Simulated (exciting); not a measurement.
# Electron–core-hole interaction in the Se K spectrum of CdSe (Cadmoselite), part 3 of 3

Wanted: the near-edge spectrum and the bound core excitons at the Se K edge of CdSe (Cadmoselite).

exciting sodium; X-ray absorption, core-level Bethe-Salpeter equation, exchange and statically screened direct term, Tamm-Dancoff, all-electron LAPW+lo PBE.

So far. Step 6 (Exchange alone): Maxima (height): 6.7 eV (0.84) and 15.8 eV (0.56). The spectrum is that of the independent-particle run within 1 %. Step 7 (Ground state with other settings): Against the second ground state the total energy moves by 6549 meV an atom and the gap by -0.21 eV.

The database entry behind the starting cell differs from later determinations by our own check (inner coordinate of an old entry), so it need not match the best structure at ambient conditions.

## (8) Another input

In this try the input is made faulty on purpose, to show what that does.

The input, input.xml:

```
<input>
  <title>CdSe</title>
  <structure speciespath="." autormt="false" epslat="1.0e-5">
    <crystal>
      <basevect>8.1258223344 0.0000000000 0.0000000000</basevect>
      <basevect>-4.0629111672 7.0371685683 0.0000000000</basevect>
      <basevect>0.0000000000 0.0000000000 13.2658773924</basevect>
    </crystal>
    <species speciesfile="Cd.xml" rmt="2.300">
      <atom coord="0.6666666667 0.3333333333 0.5000000000"/>
      <atom coord="0.3333333333 0.6666666667 0.0000000000"/>
    </species>
    <species speciesfile="Se.xml" rmt="2.300">
      <atom coord="0.6666666667 0.3333333333 0.8850000000"/>
      <atom coord="0.3333333333 0.6666666667 0.3850000000"/>
    </species>
  </structure>
  <groundstate do="skip" xctype="GGA_PBE" ngridk="4 4 2" rgkmax="4.5" gmaxvr="14" nempty="8" swidth="0.001" maxscl="100" epsengy="1e-5"/>
  <xs xstype="BSE" ngridk="4 4 2" ngridq="4 4 2" vkloff="0.097 0.273 0.493" rgkmax="4.5" nempty="42" gqmax="3" lmaxapwwf="5" lmaxemat="2" broad="0.04300" tevout="true">
    <energywindow intv="458.750 460.367" points="439"/>
    <screening screentype="full" nempty="70"/>
    <BSE xas="true" xasspecies="2" xasatom="1" xasedge="K" bsetype="singlet" nstlxas="1 38"/>
    <qpointset>
      <qpoint>0 0 0</qpoint>
    </qpointset>
    <plan>
      <doonly task="xsgeneigvec"/>
      <doonly task="writepmatxs"/>
      <doonly task="scrgeneigvec"/>
      <doonly task="scrwritepmat"/>
      <doonly task="screen"/>
      <doonly task="scrcoulint"/>
      <doonly task="exccoulint"/>
    </plan>
  </xs>
</input>
```

The input, input.xml for the last start (plan only):

```
  <plan>
    <doonly task="bse"/>
  </plan>
```

Started as:

```
$ OMP_NUM_THREADS=1 mpirun -n 4 exciting
$ OMP_NUM_THREADS=4 exciting
```

Numbers of over 12 decimals in the logs are rounded to 6 here.

What it wrote:

```text
| EXCITING SODIUM started for task xsgeneigvec ( 301)                          =
One-shot GS runs for BSE calculations
One-shot GS runs for k+qmt/2 grids
Info(xsgeneigvec): Generating eigenvectors for Q-point      1
Info(xsgeneigvec): Generation of eigenvectors finished
| EXCITING SODIUM started for task writepmatxs ( 320)                          =
Info(writepmatxs): Momentum matrix elements finished
| EXCITING SODIUM started for task scrgeneigvec ( 401)                         =
One-shot GS runs for BSE calculations
One-shot GS runs for k+qmt/2 grids
[...]
Info(setup_bse_block): Setting up RR part of hamiltonian
Info(setup_bse_block): Singlet spin state
Info(bse): Diagonalizing RR Hamiltonian (TDA)
Info(bse): Invoking Lapack routine ZHEEVR
      2432 eigen solutions found in the interval:
         i1=       1 i2=    2432
Info(bse): Writing excition energies and oscillator strengths to text file.
Info(makespectrum_dist): Making spectrum using formula for coupling with time reversed AR basis.
Info(makespectrum_dist): Using formalism for vanishing momentum transfer.
Info(writederived): Writing quantities derived from the macroscopic dielectric function.
Info(bselauncher): Spectrum finished for iqmt=  1
Info(bselauncher): All done for BSE type singlet
```

Run time: 17 min. Hardware: 4 MPI ranks of Intel Xeon at 2.70GHz, shared host.

Wall time by task: xsgeneigvec 8.5 s, writepmatxs 9.9 s, scrgeneigvec 4.3 s, scrwritepmat 5.8 s, screen 79 s, scrcoulint 1.9 min, exccoulint 13 min, bse 12 s.

The input has a fault: the basis cutoff rgkmax is far too low. Against the singlet run the r.m.s. difference is 5 %. The highest maximum lies at 3.9 eV (0.96), against 3.6 eV (1.00). The first bright state moves from 0.72 to 0.83 eV. The lowest bare transition of this run lies at 1.39 eV, against 1.31. A small basis shifts bands and core levels against each other.

```csv
E (eV),first run,this run
-8.0,0.03,0.03
-7.0,0.03,0.03
-6.0,0.04,0.04
-5.0,0.05,0.05
-4.0,0.06,0.06
-3.0,0.09,0.08
-2.0,0.13,0.12
-1.0,0.20,0.18
0.0,0.37,0.33
1.0,0.73,0.65
2.0,0.98,0.94
3.0,0.98,0.94
4.0,0.99,0.96
5.0,0.87,0.86
6.0,0.81,0.81
7.0,0.66,0.71
8.0,0.54,0.56
9.0,0.45,0.47
10.0,0.41,0.41
11.0,0.41,0.40
12.0,0.46,0.43
13.0,0.49,0.47
14.0,0.48,0.49
15.0,0.47,0.47
16.0,0.44,0.45
17.0,0.41,0.42
18.0,0.38,0.39
19.0,0.36,0.37
20.0,0.34,0.34
```

## (9) The levels of theory side by side

```csv
level,curve passes 0.15 (eV),highest maximum (eV),its height
IP,0.2,6.7,0.84
RPA,0.2,6.7,0.84
singlet,-1.6,3.6,1.00
```

```csv
E (eV),IP,RPA,singlet
-8.0,0.02,0.02,0.03
-7.0,0.02,0.02,0.03
-6.0,0.03,0.03,0.04
-5.0,0.03,0.03,0.05
-4.0,0.04,0.04,0.06
-3.0,0.05,0.05,0.09
-2.0,0.06,0.06,0.13
-1.0,0.09,0.09,0.20
0.0,0.13,0.13,0.37
1.0,0.24,0.24,0.73
2.0,0.41,0.41,0.98
3.0,0.58,0.58,0.98
4.0,0.70,0.70,0.99
5.0,0.78,0.78,0.87
6.0,0.80,0.80,0.81
7.0,0.83,0.83,0.66
8.0,0.72,0.72,0.54
9.0,0.61,0.61,0.45
10.0,0.50,0.50,0.41
11.0,0.46,0.46,0.41
12.0,0.46,0.46,0.46
13.0,0.50,0.50,0.49
14.0,0.54,0.54,0.48
15.0,0.55,0.55,0.47
16.0,0.56,0.56,0.44
17.0,0.55,0.55,0.41
18.0,0.52,0.52,0.38
19.0,0.49,0.49,0.36
20.0,0.46,0.46,0.34
```

## (10) Summary of results

| Quantity | Value |
| --- | --- |
| absorber and edge | Se K, atom 3 |
| surroundings | 3 Cd at 2.61 Å and 1 Cd at 2.70 Å (distorted tetrahedral, site symmetry 3m) |
| first bright state | 0.72 eV from the Kohn–Sham onset, on this mesh |
| highest maximum | 3.6 eV |
| cost of the BSE run | 20 min on 4 MPI ranks of Intel Xeon at 2.70GHz, shared host; the last task ran on as many threads |

What this shows: Is a core exciton bound? Undecided on this mesh: the first bright state (over 5 % of the brightest) lies at 0.72 eV from the Kohn–Sham onset and at -0.59 eV from the lowest bare transition of its own mesh. Exchange alone changes the independent-particle spectrum by 0.0 % r.m.s. Binding energies aren't converged on 32 k points, and fine structure above the first lines is partly noise of the mesh. Exchange and the short-range direct term aren't converged in the kernel cutoff. The zero comes from the unshifted 4×4×2 ground-state mesh; it is exact only where the band minimum lies on that mesh. The Kohn–Sham onset, 12495 eV, is no photon energy (tabulated edge of the element: 12658 eV): the scale needs a rigid shift. Bands and screening come from semilocal DFT, whose small gap overscreens. Vibrations and energy-dependent lifetimes are left out. The structure is a published determination, not relaxed.

[Banner, clock and machine lines of the logs are left out without a mark of their own.]

[Logs are printed without paths, hosts, clocks, repeated set-up lines and the standing remarks that a program may print on its own settings, such as how far it seeks lower states.]

[Hosts, paths, dates, database ids (printed as entryN), source tags and the programs' standing remarks are cut or masked in the printed files.]
